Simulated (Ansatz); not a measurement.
**Work function of V(100): what the settings cost and change**

Aim: the numerical settings behind the work function of V(100), with the cost of each.

Main program and level: Ansatz 0.2.0; plane-wave DFT, PBE, Ansatz PAW.

### Step 1. The structure

The cell holds 7 atoms: 7 V. Cell: a = 3.020 Å, b = 3.020 Å, c = 27.060 Å, α = 90.0°, β = 90.0°, γ = 90.0°. Vacuum lies along c.

Structure file:

```cif
data_structure
_symmetry_space_group_name_H-M 'P 1'
_symmetry_Int_Tables_number 1
_cell_length_a 3.0200
_cell_length_b 3.0200
_cell_length_c 27.0600
_cell_angle_alpha 90.000
_cell_angle_beta 90.000
_cell_angle_gamma 90.000
_cell_volume 246.80
loop_
_atom_site_label
_atom_site_type_symbol
_atom_site_fract_x
_atom_site_fract_y
_atom_site_fract_z
_atom_site_occupancy
V1 V 0.00000 0.00000 0.33259 1
V2 V 0.50000 0.50000 0.38840 1
V3 V 0.00000 0.00000 0.44420 1
V4 V 0.50000 0.50000 0.50000 1
V5 V 0.00000 0.00000 0.55580 1
V6 V 0.50000 0.50000 0.61160 1
V7 V 0.00000 0.00000 0.66741 1
```

### Step 2. Slab, setting cutoff 200 eV

A work function rests on the faint tail of the density, so the SCF threshold is tight. The cutoff is raised first; then mesh and smearing are varied at the default cutoff.

File input.yaml:

```yaml
crystal:
  lattice:
    - [3.02, 0.0, 0.0]
    - [0.0, 3.02, 0.0]
    - [0.0, 0.0, 27.06]
  atoms:
    - { symbol: V, position: [0.0, 0.0, 0.332594235] }
    - { symbol: V, position: [0.5, 0.5, 0.3883961567] }
    - { symbol: V, position: [0.0, 0.0, 0.4441980783] }
    - { symbol: V, position: [0.5, 0.5, 0.5] }
    - { symbol: V, position: [0.0, 0.0, 0.5558019217] }
    - { symbol: V, position: [0.5, 0.5, 0.6116038433] }
    - { symbol: V, position: [0.0, 0.0, 0.667405765] }
kpoints:
  mp_grid: { grid: [14, 14, 1] }
hamiltonian:
  xc: pbe
scf:
  occupations: { method: fermi_dirac, width: 0.1 }
  convergence: { dr2_threshold: 1.0e-09 }
efield:
  axis: 3
  dipole_correction: true
  ramp_position: 0.97
  ramp_width: 0.06
basis:
  ecutwfc: "200 eV"
output:
  write_potential: true
  write_density: true
  volumetric_format: npy
  elf: true
```

Run with:

```
> ansatz run input.yaml --threads 2 --pin off --max-ram 3072MiB --backend cpu --events-out ev --progress --plain --runs-dir out
```

What it wrote:

```text
Warning: basis.ecutwfc = 200 eV is below the records' recommended 420 eV, and the density's cutoff is lower with it unless basis.ecutrho_ratio is high enough to keep the records' density cutoff: compare with a run at a higher cutoff
Warning: basis.ecutrho_ratio 4 (ecutrho = 800 eV, dense FFT grid 15×15×125): the grid does not resolve the core-correction charge of V (measure 0.13 e/Å^2.5); warned from 0.08. The energy and each atom's force then go with where the atoms sit on the grid: [figures from the program's tests cut] If this deck is also warned that a cutoff or its ratio is below what is recommended, mend that before anything below. First try basis.xc_grid, which is 1 on this run (the dense grid itself), where it is not refused (2, then 3). Above 1 the core-correction charge is laid on the exchange–correlation grid, and this warning is never given, whether or not the level is enough: [rest of the remark cut]
Engine: ansatz 0.2.0, x86_64-unknown-linux-gnu
Pseudopotentials: kind: paw
Pseudopotential: V, paw, valence charge 13, recommended cutoff 420 eV (normal), V.paw.azcp
Functional definition: PBE
  parameter kappa = 0.804
  parameter beta = 0.066725
  exchange = pbe_x(kappa = kappa, mu = beta*pi^2/3)
  correlation = pbe_c(beta = beta)
Crystal: 7 atoms, lattice volume = 246.798 Å³
Basis set: ecut = 200 eV, 1595 PW (Γ)
Bands: 55, of which v1, the nominal top of the filled ones, is band 46 counted from 1 (45 counted from 0)
Symmetry: 8 space group operations
k-points: 36 of 196
Non-local potential: V, projectors of the file, l = 0: 3, l = 1: 2, l = 2: 3, l = 3: 1
PAW form: soft (Blöchl's): semilocal exchange-correlation on the pseudo side does not see the compensation charge
PAW one-centre angular grid: V, 590 points (default); XC on 64 Gauss nodes
Initial density: superposition of atomic densities (neutral atoms: chi_scale 0, normalization atom), corrected by the library's trained network
Initial wavefunctions: pseudopotential atomic-orbital guess
Functional: x = pbe(κ = 0.804, μ = 0.219515), c = pbe(β = 0.066725)
SCF iter   1: F=—  HF=-20340.678812 eV  |F-HF|=—  |Δ(HF+E_count)|=         —  Δρ=9.08e-2  dr2=1.17e1  ethr=1.77e-3  p=-0.000 e·Å  D=-3.05e-14 V/Å  ΔV_dip=0.00 eV  dr2_dipole=9.00e-8  V_vac-E_F(+/−)=3.21/3.21 eV  ⟨swp⟩=7.8  Hψ=7988  notcnv=0
efield: sawtooth ramp at fractional position 0.9700 (set: `efield.ramp_position`, or a place that a band, a saddle search or an elastic batch's reference lends), width 0.0600; the density the first Hamiltonian is built on has a dipole p = -0.000 e·Å; the dipole correction subtracts the counter field D = -3.05e-14 V/Å, which shifts the + side's vacuum level by +0.00 eV against the − side's; the planar-averaged density in the ramp window peaks in size at 3.7e-5 e/Å³
preconditioner: auto → LDOS  [metal: Δε(μ)=0.009 eV  Ē_g=2.888 eV  σ=0.100 eV  W_gap=0.02  n_scr=54 (ndim 8)  ℏωp=14.0 eV  f_vac=0.536  D(μ)=8.32/eV (n_scr^D=64)  β→1.0]
SCF iter   2: F=—  HF=-20339.862323 eV  |F-HF|=—  |Δ(HF+E_count)|=   8.16e-1  Δρ=1.04e-1  dr2=2.36e1  ethr=1.77e-3  p=0.000 e·Å  D=2.15e-5 V/Å  ΔV_dip=-0.00 eV  dr2_dipole=5.16e-7  V_vac-E_F(+/−)=5.01/5.01 eV  ⟨swp⟩=5.9  Hψ=14240  notcnv=0
automatic band count: the SCF goes on with 64 bands, as 55 were too few: the levels above may hold too much charge
SCF iter   3: F=—  HF=-20334.030435 eV  |F-HF|=—  |Δ(HF+E_count)|=    5.83e0  Δρ=8.82e-3  dr2=3.91e-1  ethr=1.77e-3  p=0.000 e·Å  D=2.79e-5 V/Å  ΔV_dip=-0.00 eV  dr2_dipole=3.19e-9  V_vac-E_F(+/−)=4.51/4.52 eV  ⟨swp⟩=3.0  Hψ=6005  notcnv=0
SCF iter   4: F=—  HF=-20333.976397 eV  |F-HF|=—  |Δ(HF+E_count)|=   5.40e-2  Δρ=4.40e-3  dr2=1.82e-1  ethr=4.29e-4  p=0.000 e·Å  D=5.19e-6 V/Å  ΔV_dip=-0.00 eV  dr2_dipole=5.21e-9  V_vac-E_F(+/−)=4.19/4.19 eV  ⟨swp⟩=2.0  Hψ=3481  notcnv=0
SCF iter   5: F=—  HF=-20333.970722 eV  |F-HF|=—  |Δ(HF+E_count)|=   5.67e-3  Δρ=1.28e-3  dr2=6.34e-3  ethr=2.00e-4  p=0.000 e·Å  D=1.07e-5 V/Å  ΔV_dip=-0.00 eV  dr2_dipole=3.02e-8  V_vac-E_F(+/−)=4.19/4.20 eV  ⟨swp⟩=1.4  Hψ=2331  notcnv=0
SCF iter   6: F=—  HF=-20333.970543 eV  |F-HF|=—  |Δ(HF+E_count)|=   1.80e-4  Δρ=4.40e-4  dr2=5.09e-4  ethr=6.96e-6  p=0.000 e·Å  D=3.46e-6 V/Å  ΔV_dip=-0.00 eV  dr2_dipole=5.56e-10  V_vac-E_F(+/−)=4.13/4.13 eV  ⟨swp⟩=3.4  Hψ=4543  notcnv=0
SCF iter   7: F=—  HF=-20333.970468 eV  |F-HF|=—  |Δ(HF+E_count)|=   7.45e-5  Δρ=9.80e-5  dr2=6.00e-5  ethr=5.59e-7  p=0.000 e·Å  D=2.52e-6 V/Å  ΔV_dip=-0.00 eV  dr2_dipole=1.97e-10  V_vac-E_F(+/−)=4.11/4.11 eV  ⟨swp⟩=2.2  Hψ=3182  notcnv=0
SCF iter   8: F=—  HF=-20333.970472 eV  |F-HF|=—  |Δ(HF+E_count)|=   3.77e-6  Δρ=3.44e-5  dr2=1.21e-5  ethr=6.59e-8  p=0.000 e·Å  D=1.00e-6 V/Å  ΔV_dip=-0.00 eV  dr2_dipole=7.28e-11  V_vac-E_F(+/−)=4.10/4.10 eV  ⟨swp⟩=2.0  Hψ=3026  notcnv=0
SCF iter   9: F=—  HF=-20333.970474 eV  |F-HF|=—  |Δ(HF+E_count)|=   1.48e-6  Δρ=1.72e-5  dr2=1.01e-6  ethr=1.33e-8  p=0.000 e·Å  D=1.89e-7 V/Å  ΔV_dip=-0.00 eV  dr2_dipole=7.99e-13  V_vac-E_F(+/−)=4.09/4.10 eV  ⟨swp⟩=2.1  Hψ=2979  notcnv=0
SCF iter  10: F=—  HF=-20333.970486 eV  |F-HF|=—  |Δ(HF+E_count)|=   1.25e-5  Δρ=5.82e-6  dr2=1.96e-7  ethr=1.11e-9  p=0.000 e·Å  D=2.74e-8 V/Å  ΔV_dip=-0.00 eV  dr2_dipole=1.82e-12  V_vac-E_F(+/−)=4.09/4.09 eV  ⟨swp⟩=2.0  Hψ=3029  notcnv=0
SCF iter  11: F=—  HF=-20333.970486 eV  |F-HF|=—  |Δ(HF+E_count)|=   4.32e-8  Δρ=1.39e-6  dr2=6.79e-9  ethr=2.15e-10  p=0.000 e·Å  D=9.45e-9 V/Å  ΔV_dip=-0.00 eV  dr2_dipole=3.77e-14  V_vac-E_F(+/−)=4.09/4.09 eV  ⟨swp⟩=2.2  Hψ=2921  notcnv=0
SCF iter  12: F=-20333.970486 eV  HF=-20333.970486 eV  |F-HF|=1.64e-9  |Δ(HF+E_count)|=   3.13e-9  Δρ=4.67e-7  dr2=5.35e-10  ethr=1.10e-12  p=0.000 e·Å  D=1.68e-9 V/Å  ΔV_dip=-0.00 eV  dr2_dipole=5.54e-15  V_vac-E_F(+/−)=4.09/4.09 eV  ⟨swp⟩=5.1  Hψ=6398  notcnv=0
WARN: efield: at this solve's end the planar-averaged density reaches 6.37e-5 e/Å³ inside the ramp window [0.9330, 0.0670] (bound 1e-5 e/Å³), and 4.30e-5 e/Å³ on another of its planes; the window's nearer edge stands 7.19 Å from this solve's nearest atom along the axis. Its work functions, free energy, forces, stress, dipole, levels and responses can be off, and this figure does not tell by how much. A short vacuum, a low `basis.ecutwfc` or `basis.ecutrho_ratio` and negative occupations (`scf.occupations.method`) can put density there. See the manual's quickstart, § The vacuum guard
SCF 1 converged in 12 iterations: F = -20333.970486 eV  dr2 = 5.35e-10
  greatest PAW one-centre occupation: 1.062 electrons in one spin orbital (limit 2), on the V atom at site 0 (counted from 0), in its partial waves of l = 1
WARN: The output density's exchange-correlation potential varies sharply where the density is thin. Do not read a vacuum level from v_tot or v_xc, or from such a field of the output density. On a cell that repeats whose density bears no net charge and no dipole along the vacuum's axis use v_es (v_loc + v_h of the components); under efield.dipole_correction with no amplitude use v_es + v_field, which holds any externa [...]
SCF converged after 12 iterations
Free energy (F): -20333.970486 eV
Harris-Foulkes:  -20333.970486 eV  (|F-HF|=1.64e-9)
Internal energy: -20333.586354 eV  (E = F + TS)
E sigma→0 (E₀):  -20333.778420 eV
Entropy (-TS):   -0.384132 eV (-54.876 meV/atom)
Fermi energy:    4.022065 eV
Dipole field:    D = 0.000000 V/Å  (p = 0.000000 e·Å, saw-weighted, corrected)
Work function:   Φ+ = 4.0911 eV (in doubt: plateau slope 1.9e-2 eV/Å)   Φ− = 4.0937 eV (in doubt: plateau slope 1.7e-2 eV/Å)
Levels:          The Fermi level and band energies are counted from a zero that moves with the ramp; work functions are not
Vacuum region:   at the solve's end the planar-averaged density reaches 6.37e-5 e/Å³ inside the ramp window [0.9330, 0.0670] (bound 1e-5 e/Å³), and 4.30e-5 e/Å³ on another of its planes
--- Per-component energies (eV) ---
  E_band       = -2256.971645
  E_kinetic    = 2417.681027
  E_local      = -144783.304115  (includes V_loc(G=0)·N_el)
  E_nonlocal   = -284.222209
  E_hartree    = 71528.068698
  E_xc         = -916.869099
  E_vxc        = -1162.460900  (∫ρ·V_xc dr)
  E_paw        = -7822.151278  (= ΣΔE_a)
  E_vpaw       = -1500.830234  (= ΣTr[D̂ρ^β])
  E_aug_tail   = 0.028326  (compensation charges beyond the density's cutoff)
  E_efield     = 0.000000  (sawtooth field / dipole correction)
  E_vefield    = 0.000000  (∫n·V_field dr)
  E_ewald      = 59527.182298
  E_smearing   = -0.384132  (= −TS)
  E_closure    = -0.000000  (closes the sum)
  Σ components = -20333.970486   (vs F -20333.970486, Δ=0.00e0)
--- Band table (eV; the first three rows and the last of 36) ---
  k-point 0: bands = [... 42 lower, 4.3175, 4.3175, 4.3904, 4.3904, 4.5037, 4.5037, 4.5051, 4.5051, ... 14 higher]
  k-point 1: bands = [... 42 lower, 4.2159, 4.3026, 4.3465, 4.3477, 4.4610, 4.4743, 4.4863, 4.6783, ... 14 higher]
  k-point 2: bands = [... 42 lower, 4.0308, 4.0570, 4.1877, 4.3079, 4.3775, 4.5986, 4.6106, 4.6448, ... 14 higher]
  k-point 35: bands = [... 42 lower, 3.0163, 3.5282, 3.5282, 4.4533, 4.4533, 5.6265, 5.8425, 5.8425, ... 14 higher]
```

Run time: 55 s. Hardware: 2 threads of AMD EPYC 7R43, shared host; peak memory 0.51 GiB.

This step gave:

```
energy at zero smearing   : -20333.7784 eV
work function, upper face : 4.091 eV
```

Running mean over 1.51 Å of the planar mean; the ramp of the sawtooth is left out. Electron's electrostatic potential energy less the Fermi level against z:

```csv
z (Å),electron's electrostatic potential energy less the Fermi level (eV)
3.5,4.04
4.0,4.02
4.5,4.00
5.0,3.96
5.5,3.91
6.0,3.83
6.5,3.64
7.0,3.17
7.5,1.89
8.0,-1.15
8.5,-4.79
9.0,-7.24
9.5,-7.76
10.0,-7.72
10.5,-7.68
11.0,-7.71
11.5,-7.71
12.0,-7.71
12.5,-7.71
13.0,-7.70
13.5,-7.69
14.0,-7.70
14.5,-7.71
15.0,-7.71
15.5,-7.71
16.0,-7.71
16.5,-7.68
17.0,-7.71
17.5,-7.77
18.0,-7.41
18.5,-5.18
19.0,-1.59
19.5,1.65
20.0,3.08
20.5,3.60
21.0,3.82
21.5,3.91
22.0,3.96
22.5,3.99
23.0,4.02
23.5,4.04
24.0,4.06
```

Valence density in the ca plane at fractional y = 0.000, with atoms of V within 0.2 Å of it. It is the smooth field of the valence electrons, not physical close to the nuclei.

Values in units of 1e0 e/Å³, 5 rows by 16 columns, each cell a mean:
```
0.0 2.3 5.1 0.3 2.2 5.2 0.3 2.1 5.3 0.3 2.0 5.5 0.2 0.0 0.0 0.0
0.0 0.2 0.4 0.2 0.3 0.4 0.2 0.3 0.4 0.2 0.3 0.4 0.1 0.0 0.0 0.0
0.0 0.1 0.2 0.2 0.2 0.2 0.2 0.2 0.2 0.2 0.2 0.2 0.0 0.0 0.0 0.0
0.0 0.5 1.1 0.3 0.6 1.1 0.3 0.5 1.1 0.3 0.6 1.1 0.1 0.0 0.0 0.0
0.0 3.5 7.6 0.3 3.2 7.8 0.3 3.0 8.0 0.3 2.9 8.1 0.2 0.0 0.0 0.0
```
Columns run along c (16.0 Å, from fractional 0.26 to 0.85 of the cell), rows up along a (3.0 Å). Atoms in or near the plane, at fractional coordinates: V at (0.33, 0.00), V at (0.44, 0.00), V at (0.56, 0.00), V at (0.67, 0.00).

Electrostatic potential energy in the ca plane at fractional y = 0.000, with atoms of V within 0.2 Å of it. With pseudopotentials it is smooth inside the atoms' cores, unlike the true potential.

Ten even steps from '0' (-27 eV) to '9' (8 eV), each cell a mean:
```
99840000589710003897200017984000058999999999
99873114799851027898620258997311478999999999
99987668899987678999876789998766789999999999
99998889999999999999999999999988999999999999
99998888999988889999988899999888899999999999
99985336899874358998753478998533689999999999
99851001699720005898400038986100168999999999
99840110488600103897201017983011048999999999
```
Columns run along c (16.0 Å, from fractional 0.26 to 0.85 of the cell; values clipped at the 3rd and 97th percentile), rows up along a (3.0 Å). Atoms in or near the plane, at fractional coordinates: V at (0.33, 0.00), V at (0.44, 0.00), V at (0.56, 0.00), V at (0.67, 0.00).

ELF in the ca plane at fractional y = 0.000, with atoms of V within 0.2 Å of it. It is the smooth field of the valence electrons, not physical close to the nuclei.

Ten even steps from '0' (0.00) to '9' (0.76), each cell a mean:
```
00028997244159983252399951542899720000000000
00113663355325642464246523652366311000000000
00111123555532124555421235555321111000000000
00123456655554456555654555556654311000000000
00112235655553245555542355556532211000000000
00112332465422323565223224664233111000000000
00016985255248972353379832552699511000000000
00038998234169993241499951433899820000000000
```
Columns run along c (16.0 Å, from fractional 0.26 to 0.85 of the cell), rows up along a (3.0 Å). Atoms in or near the plane, at fractional coordinates: V at (0.33, 0.00), V at (0.44, 0.00), V at (0.56, 0.00), V at (0.67, 0.00).

The work function is 4.091 eV. The program marks this work function as in doubt.

### Step 3. Slab

input.yaml: that of step 2 with these lines changed.

```diff
@@ -26,3 +26,3 @@
 basis:
-  ecutwfc: "200 eV"
+  ecutwfc: "300 eV"
 output:
@@ -31,2 +31 @@
   volumetric_format: npy
-  elf: true
```

What it wrote:

```text
[...]
Crystal: 7 atoms, lattice volume = 246.798 Å³
Basis set: ecut = 300 eV, 2929 PW (Γ)
Bands: 55, of which v1, the nominal top of the filled ones, is band 46 counted from 1 (45 counted from 0)
Symmetry: 8 space group operations
k-points: 36 of 196
[...]
k-point 0: bands = [... 42 lower, 4.3716, 4.3949, 4.3949, 4.4349, 4.5224, 4.5224, 4.5256, 4.7504, ... 5 higher]
  k-point 1: bands = [... 42 lower, 4.2596, 4.3121, 4.3895, 4.4127, 4.5127, 4.5291, 4.5421, 4.7253, ... 5 higher]
  k-point 2: bands = [... 42 lower, 4.0534, 4.1337, 4.2421, 4.3244, 4.3670, 4.7100, 4.7149, 4.7235, ... 5 higher]
  k-point 35: bands = [... 42 lower, 3.0727, 3.6551, 3.6551, 4.5915, 4.5915, 5.6756, 5.6819, 6.1310, ... 5 higher]
[key lines of the parts left out:]
SCF converged after 12 iterations
Free energy (F): -20382.788274 eV
Fermi energy:    4.141424 eV
Dipole field:    D = 0.000000 V/Å  (p = 0.000000 e·Å, saw-weighted, corrected)
Work function:   Φ+ = 3.8543 eV   Φ− = 3.8544 eV
```

Wall time 72 s (2 threads); peak memory 0.57 GiB; 87 s of CPU time.

The work function is 3.854 eV, -0.237 eV from the run “cutoff 200 eV”, at 1.4 times its CPU time.

### Step 4. Slab

input.yaml: that of step 3 with these lines changed.

```diff
@@ -26,3 +26,3 @@
 basis:
-  ecutwfc: "300 eV"
+  ecutwfc: "420 eV"
 output:
```

What it wrote:

```text
[...]
Crystal: 7 atoms, lattice volume = 246.798 Å³
Basis set: ecut = 420 eV, 4763 PW (Γ)
Bands: 55, of which v1, the nominal top of the filled ones, is band 46 counted from 1 (45 counted from 0)
Symmetry: 8 space group operations
k-points: 36 of 196
[...]
k-point 0: bands = [... 42 lower, 4.3829, 4.4154, 4.4154, 4.4402, 4.5371, 4.5371, 4.5514, 4.7707, ... 5 higher]
  k-point 1: bands = [... 42 lower, 4.2749, 4.3285, 4.4100, 4.4261, 4.5267, 4.5407, 4.5546, 4.7377, ... 5 higher]
  k-point 2: bands = [... 42 lower, 4.0695, 4.1452, 4.2568, 4.3417, 4.3809, 4.7189, 4.7249, 4.7307, ... 5 higher]
  k-point 35: bands = [... 42 lower, 3.0659, 3.6487, 3.6487, 4.5808, 4.5808, 5.6762, 5.6829, 6.1218, ... 5 higher]
[key lines of the parts left out:]
SCF converged after 11 iterations
Free energy (F): -20383.993637 eV
Fermi energy:    4.148102 eV
Dipole field:    D = 0.000000 V/Å  (p = 0.000000 e·Å, saw-weighted, corrected)
Work function:   Φ+ = 3.8565 eV   Φ− = 3.8565 eV
```

Run time: 82 s. Hardware: 2 threads; peak memory 0.83 GiB.

The work function is 3.857 eV, -0.235 eV from the run “cutoff 200 eV”, at 1.6 times its CPU time.

### Step 5. Slab

input.yaml: that of step 4 with these lines changed.

```diff
@@ -26,3 +26,3 @@
 basis:
-  ecutwfc: "420 eV"
+  ecutwfc: "600 eV"
 output:
```

What it wrote:

```text
[...]
Crystal: 7 atoms, lattice volume = 246.798 Å³
Basis set: ecut = 600 eV, 8197 PW (Γ)
Bands: 55, of which v1, the nominal top of the filled ones, is band 46 counted from 1 (45 counted from 0)
Symmetry: 8 space group operations
k-points: 36 of 196
[...]
k-point 0: bands = [... 42 lower, 4.3823, 4.4149, 4.4149, 4.4397, 4.5365, 4.5365, 4.5509, 4.7701, ... 5 higher]
  k-point 1: bands = [... 42 lower, 4.2743, 4.3279, 4.4095, 4.4256, 4.5262, 4.5401, 4.5539, 4.7370, ... 5 higher]
  k-point 2: bands = [... 42 lower, 4.0690, 4.1446, 4.2562, 4.3411, 4.3803, 4.7182, 4.7242, 4.7300, ... 5 higher]
  k-point 35: bands = [... 42 lower, 3.0652, 3.6478, 3.6478, 4.5797, 4.5797, 5.6755, 5.6822, 6.1206, ... 5 higher]
[key lines of the parts left out:]
SCF converged after 11 iterations
Free energy (F): -20384.008825 eV
Fermi energy:    4.147422 eV
Dipole field:    D = 0.000001 V/Å  (p = 0.000001 e·Å, saw-weighted, corrected)
Work function:   Φ+ = 3.8563 eV   Φ− = 3.8564 eV
```

It took 2.2 min on 2 threads; peak memory 1.2 GiB; 3 min of CPU time.

The work function is 3.856 eV, -0.000 eV from the run “cutoff 420 eV”, at 1.7 times its CPU time.

### Step 6. Slab

input.yaml: that of step 5 with these lines changed.

```diff
@@ -14,3 +14,3 @@
 kpoints:
-  mp_grid: { grid: [14, 14, 1] }
+  mp_grid: { grid: [2, 2, 1] }
 hamiltonian:
@@ -25,4 +25,2 @@
   ramp_width: 0.06
-basis:
-  ecutwfc: "600 eV"
 output:
```

What it wrote:

```text
[...]
Crystal: 7 atoms, lattice volume = 246.798 Å³
Basis set: ecut = 420 eV, 4763 PW (Γ)
Bands: 55, of which v1, the nominal top of the filled ones, is band 46 counted from 1 (45 counted from 0)
Symmetry: 8 space group operations
k-points: 3 of 4
[...]
Work function:   Φ+ = 4.0923 eV   Φ− = 4.0922 eV
[...]
--- Band table (eV) ---
  k-point 0: bands = [... 42 lower, 4.1400, 4.2076, 4.2134, 4.2265, 4.2426, 4.3059, 4.3059, 4.5241, ... 5 higher]
  k-point 1: bands = [... 42 lower, 3.4049, 3.9816, 4.0838, 4.0890, 4.1462, 4.2051, 4.5646, 4.7524, ... 5 higher]
  k-point 2: bands = [... 42 lower, 2.8000, 3.3738, 3.3738, 4.2515, 4.2515, 5.6804, 5.6831, 5.9863, ... 5 higher]
[key lines of the parts left out:]
SCF converged after 14 iterations
Free energy (F): -20382.751100 eV
Fermi energy:    4.183167 eV
Dipole field:    D = -0.000002 V/Å  (p = -0.000003 e·Å, saw-weighted, corrected)
```

The job ended after 5.8 s (2 threads; peak memory 0.51 GiB).

The work function is 4.092 eV, +0.236 eV from the run “cutoff 420 eV”, at 0.073 times its CPU time.

### Step 7. Slab

input.yaml: that of step 6 with these lines changed.

```diff
@@ -14,3 +14,3 @@
 kpoints:
-  mp_grid: { grid: [2, 2, 1] }
+  mp_grid: { grid: [5, 5, 1] }
 hamiltonian:
```

What it wrote:

```text
[...]
Crystal: 7 atoms, lattice volume = 246.798 Å³
Basis set: ecut = 420 eV, 4763 PW (Γ)
Bands: 55, of which v1, the nominal top of the filled ones, is band 46 counted from 1 (45 counted from 0)
Symmetry: 8 space group operations
k-points: 6 of 25
[...]
k-point 0: bands = [... 42 lower, 4.4036, 4.4357, 4.4357, 4.4577, 4.5532, 4.5532, 4.5663, 4.7886, ... 5 higher]
  k-point 1: bands = [... 42 lower, 3.9701, 4.0870, 4.1572, 4.2034, 4.3717, 4.6625, 4.7312, 4.9631, ... 5 higher]
  k-point 2: bands = [... 42 lower, 3.7576, 4.0723, 4.2740, 4.3151, 4.3656, 4.3958, 4.8701, 4.9795, ... 5 higher]
  k-point 5: bands = [... 42 lower, 3.2214, 3.2869, 3.4819, 4.0662, 4.1132, 5.2242, 5.2359, 5.3720, ... 5 higher]
[key lines of the parts left out:]
SCF converged after 11 iterations
Free energy (F): -20383.965327 eV
Fermi energy:    4.150590 eV
Dipole field:    D = 0.000002 V/Å  (p = 0.000003 e·Å, saw-weighted, corrected)
Work function:   Φ+ = 3.8359 eV   Φ− = 3.8360 eV
```

It took 14 s on 2 threads; peak memory 0.53 GiB.

The work function is 3.836 eV, -0.021 eV from the run “cutoff 420 eV”, at 0.18 times its CPU time.

(Part 1 of 2 ends here.)

[Long decimals in the printed logs are rounded to 6 places.]

[Logs are printed without paths, hosts, clocks, repeated set-up lines and the standing remarks that a program may print on its own settings, such as how far it seeks lower states.]

[Hosts, paths, dates, database ids (printed as entryN), source tags and the programs' standing remarks are cut or masked in the printed files.]

[Maps of the electrostatic potential energy from Ansatz leave out the sawtooth potential of an applied field or a dipole correction, so their vacuum need not be flat; planar profiles and work functions include it.]
